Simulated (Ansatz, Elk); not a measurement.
## TeI6: X-ray structure factors from the self-consistent density

The structure of TeI6 used here is made up (a known structure type with other elements) and was relaxed beforehand with r2SCAN. The aim is the Fourier transform of its all-electron density, F(hkl), set beside the sum over free spherical atoms that refinements use.

Method: DFT, PBE, all-electron APW+lo, Dirac cores, scalar-relativistic bands, static density, no spin, in Elk 11.2.3 (patched build).

This account leaves out most program logs.

The structure was built from a prototype and need not be the compound's stable phase.

### Step 1. Starting point

It takes space group R-3 (No. 148, trigonal). The conventional cell has a = 7.257 Å, b = 7.257 Å, c = 18.835 Å, α = 90.00°, β = 90.00°, γ = 120.00°. I has 1 Te at 2.94 Å nearest. Nearest to Te lie 6 I at 2.94 Å. Farther neighbours and most contacts between anions are not listed.

### Step 2. Ground state and structure factors

An all-electron density is needed, since X-rays see the cores too. Task 0 finds the density and task 195 Fourier-transforms it; tshift is off so that phases refer to the origin typed.

Input file elk.in:

```
tasks
  0
  195

xctype
  20

spinpol
  .false.

rgkmax
  7.0

gmaxvr
  14.0

lmaxo
  7

lmaxapw
  8

swidth
  0.002

tshift
  .false.

ramdisk
  .false.

hmaxvr
  5.5

maxscl
  120

epspot
  1e-06

sppath
  './'

avec
  6.85692490163 3.95884743777 11.86440206678
  -6.85692490163 3.95884743777 11.86440206678
  -0.00000000000 -7.91769487553 11.86440206678

atoms
  2
  'I.in'
  6
  0.7502848843 0.4181728871 0.0969086468   0.000000 0.000000 0.000000
  0.5818271129 0.9030913532 0.2497151157   0.000000 0.000000 0.000000
  0.9030913532 0.2497151157 0.5818271129   0.000000 0.000000 0.000000
  0.2497151157 0.5818271129 0.9030913532   0.000000 0.000000 0.000000
  0.0969086468 0.7502848843 0.4181728871   0.000000 0.000000 0.000000
  0.4181728871 0.0969086468 0.7502848843   0.000000 0.000000 0.000000
  'Te.in'
  1
  0.0000000000 -0.0000000000 0.0000000000   0.000000 0.000000 0.000000

ngridk
  4 4 4
```

The run is started by

```bash
$ OMP_NUM_THREADS=4 elk
```

It took 91 s on 4 threads of Arm Neoverse V2, shared host; peak memory 0.43 GiB.

SFACRHO.OUT:

```text

h k l indices transformed by vhmat matrix:
   1.000000000       0.000000000       0.000000000    
   0.000000000       1.000000000       0.000000000    
   0.000000000       0.000000000       1.000000000    

      h      k      l  multipl.   |H|            Re(F)            Im(F)           |F|

      0      0      0      1   0.0000000       370.00000      0.14679756E-16   370.00000    
      1      1      1      2  0.52958297       20.148480      0.67533633E-14   20.148480    
      1      0      0      6  0.55771593       44.113937      0.16829056E-13   44.113937    
      0     -1     -1      6  0.63602917       54.958658      0.13425022E-13   54.958658    
     -1     -2     -1      6  0.88231359       40.277002      0.13352107E-13   40.277002    
     -1      1      0      6  0.91632698      -93.883801     -0.36378064E-16   93.883801    
      2      1      2      6   1.0290459       47.628337     -0.99895614E-14   47.628337    
      0     -1     -2      6   1.0583540      -175.58613     -0.33515864E-13   175.58613    
      0      2      1      6   1.0583540       289.97589     -0.15086751E-13   289.97589    
     -2     -2     -2      2   1.0591659      -221.47815     -0.77159703E-13   221.47815    
      1      1     -1      6   1.0727079       52.067187     -0.20042221E-13   52.067187    
      0      0      2      6   1.1154319       31.319840      0.17156746E-13   31.319840    
      2      0      2      6   1.2720583       52.765825      0.13456781E-13   52.765825    
     -2     -2     -3      6   1.3441814       46.614631     -0.26873616E-13   46.614631    
      1      1      3      6   1.3778935       35.987679      0.40274858E-13   35.987679    
      2      1      3      6   1.4005312       122.04750     -0.13351970E-13   122.04750    
     -1     -2     -3      6   1.4005312       204.86176      0.40184510E-13   204.86176    
      2      0     -1      6   1.4108002       57.222523      0.33598528E-13   57.222523
```

Elk indexes on the primitive cell of elk.in and gives |H| = 4π sin θ/λ in inverse bohr. Below, one row stands for each form hkl of the conventional cell (m members, Friedel mates merged), F is for one primitive cell and the density is static (no thermal factor). Free-atom factors are Waasmaier and Kirfel's, and R is Σm||F|−|F'||/Σm|F|.

| hkl | m | sin θ/λ (Å⁻¹) | abs F, DFT | neutral atoms | diff. |
| --- | --- | --- | --- | --- | --- |
| 003 | 2 | 0.080 | 20.148 | 20.260 | -0.112 |
| 101 | 6 | 0.084 | 44.114 | 44.288 | -0.174 |
| 012 | 6 | 0.096 | 54.959 | 55.184 | -0.225 |
| 104 | 6 | 0.133 | 40.277 | 40.500 | -0.223 |
| 110 | 6 | 0.138 | 93.884 | 93.702 | +0.182 |
| 015 | 6 | 0.155 | 47.628 | 47.755 | -0.127 |
| 113 | 6 | 0.159 | 175.586 | 175.355 | +0.231 |
| 2 -1 3 | 6 | 0.159 | 289.976 | 289.848 | +0.128 |
| 006 | 2 | 0.159 | 221.478 | 221.109 | +0.369 |
| 021 | 6 | 0.161 | 52.067 | 52.299 | -0.232 |
| 202 | 6 | 0.168 | 31.320 | 31.401 | -0.081 |
| 024 | 6 | 0.191 | 52.766 | 52.493 | +0.273 |
| 107 | 6 | 0.202 | 46.615 | 46.554 | +0.061 |
| 205 | 6 | 0.207 | 35.988 | 35.764 | +0.223 |
| 2 -1 6 | 6 | 0.211 | 122.047 | 121.932 | +0.115 |
| 116 | 6 | 0.211 | 204.862 | 204.853 | +0.009 |
| 3 -1 1 | 6 | 0.212 | 57.222 | 57.133 | +0.089 |
| 211 | 6 | 0.212 | 29.670 | 29.653 | +0.018 |
| 122 | 6 | 0.217 | 46.962 | 46.982 | -0.020 |
| 3 -2 2 | 6 | 0.217 | 29.015 | 28.890 | +0.125 |
| 018 | 6 | 0.227 | 33.988 | 33.920 | +0.068 |
| 3 -1 4 | 6 | 0.236 | 30.157 | 30.260 | -0.103 |

### Step 3. The highest occupied states alone

An energy window below the Fermi level keeps the highest occupied states, to see at which angles they scatter; shallow core shells can lie inside it and anion s states outside. No new self-consistency is needed.

elk.in, as its differences from that of step 2:

```diff
@@ -1,3 +1,2 @@
 tasks
-  0
   195
@@ -40,2 +39,5 @@
 
+wsfac
+  -0.356390 0.384600
+
 sppath
```

The run is started by

```bash
$ OMP_NUM_THREADS=4 elk
```

It took 40 s on 4 threads; peak memory 0.26 GiB.

States within 12 eV below the Fermi level hold 45.97 electrons; any levels below the window count with the cores. Their amplitudes can exceed the total, where window and core parts have opposite phase:

| hkl | sin θ/λ (Å⁻¹) | abs F, window | abs F, all |
| --- | --- | --- | --- |
| 003 | 0.080 | 0.336 | 20.148 |
| 101 | 0.084 | 2.635 | 44.114 |
| 012 | 0.096 | 3.340 | 54.959 |
| 104 | 0.133 | 1.342 | 40.277 |
| 110 | 0.138 | 6.778 | 93.884 |
| 015 | 0.155 | 1.388 | 47.628 |
| 113 | 0.159 | 8.903 | 175.586 |
| 2 -1 3 | 0.159 | 12.470 | 289.976 |
| 006 | 0.159 | 11.114 | 221.478 |
| 021 | 0.161 | 1.373 | 52.067 |

### Step 4. Another functional

The difference from free atoms is small, so it is set against the change that LDA (Perdew-Wang) makes.

elk.in, as its differences from that of step 3:

```diff
@@ -1,2 +1,3 @@
 tasks
+  0
   195
@@ -4,3 +5,3 @@
 xctype
-  20
+  3
 
@@ -39,5 +40,2 @@
 
-wsfac
-  -0.356390 0.384600
-
 sppath
```

The run is started by

```bash
$ OMP_NUM_THREADS=4 elk
```

Elapsed: 54 s, on 4 threads; peak memory 0.32 GiB.

Against the first run R = 0.03 %; the largest change is -0.092 at 2 -1 15.

### Step 5. A coarser k-mesh

About half the k-points along each axis test the sampling.

elk.in, as its differences from that of step 4:

```diff
@@ -5,3 +5,3 @@
 xctype
-  3
+  20
 
@@ -63,2 +63,2 @@
 ngridk
-  4 4 4
+  2 2 2
```

The run is started by

```bash
$ OMP_NUM_THREADS=4 elk
```

It took 62 s on 4 threads; peak memory 0.38 GiB; 99 s of CPU time.

Against the first run R = 0.01 %; the largest change is -0.039 at 214.

### Step 6. Settings against the effect

| run | R against the first run (%) | R against neutral atoms, low angle (%) | wall time |
| --- | --- | --- | --- |
| PBE, rgkmax 7 | 0.00 | 0.13 | 91 s |
| LDA (Perdew-Wang) | 0.03 | 0.12 | 54 s |
| k-mesh 2×2×2 | 0.01 | 0.13 | 62 s |

### Step 7. Outcome

```
R against neutral atoms, sin θ/λ < 0.3 Å⁻¹ : 0.13 %
R against neutral atoms, 0.3 to 0.45 Å⁻¹   : 0.10 %
```

What this shows: Independent neutral atoms miss the calculated amplitudes by R = 0.13 % below 0.3 Å⁻¹ and 0.10 % from there to 0.45 Å⁻¹; by shells, 0.35 % below 0.15 Å⁻¹ (5 forms), 0.11 % 0.15 to 0.3 (42 forms), 0.10 % 0.3 to 0.45 (102 forms). Bonding, aspherical density and the tables' own atoms all enter these figures, and the runs don't part them. The largest change of an amplitude is +0.37 electrons, at 006. Below 0.3 Å⁻¹ the changes that finished (LDA (Perdew-Wang) and k-mesh 2×2×2) move F by R = 0.02 % at most, against the 0.13 % that separates it from free atoms. The basis has no finished test. Part of the difference isn't bonding: the tables are fits to free atoms and ions calculated by other methods than this functional. Thermal motion, anomalous dispersion and extinction are left out.

[Logs are printed without paths, hosts, clocks, repeated set-up lines and the standing remarks that a program may print on its own settings, such as how far it seeks lower states.]

[Hosts, paths, dates, database ids (printed as entryN), source tags and the programs' standing remarks are cut or masked in the printed files.]
